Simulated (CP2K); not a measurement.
The N K edge of dicyanamide was computed by TDDFT (CP2K XAS_TDP, aug-cc-pVTZ, TDA) at these levels: PBE, PBEh(45%) and PBEh(45%) + GW2X. The first three lines of N1 (bonded to C) with a strength over 0.0015, energy in eV and strength:

```csv
run,first,second,third
1,395.47 (0.051),396.06 (0.047),397.71 (0.003)
2,379.99 (0.007),380.18 (0.008),380.56 (0.008)
3,398.59 (0.051),399.18 (0.047),400.83 (0.003)
```

**Question.** Which run is which?

Run 1: PBEh(45%) (45 % exact exchange). Run 2: PBE (0 % exact exchange). Run 3: PBEh(45%) + GW2X (45 % exact exchange). Self-interaction lifts the core level, so the uncorrected lines rise with the share of exact exchange. The GW2X run keeps the spacings of its parent: 0.59 eV between the first two lines in run 3, 0.59 eV in run 1. Its shift is +3.12 eV, since the Kohn–Sham level at this share of exchange lies that far above the quasiparticle level.

[Banner, clock and machine lines of the logs are left out without a mark of their own.]

[Logs are printed without paths, hosts, clocks, repeated set-up lines and the standing remarks that a program may print on its own settings, such as how far it seeks lower states.]

[Hosts, paths, dates, database ids (printed as entryN), source tags and the programs' standing remarks are cut or masked in the printed files.]
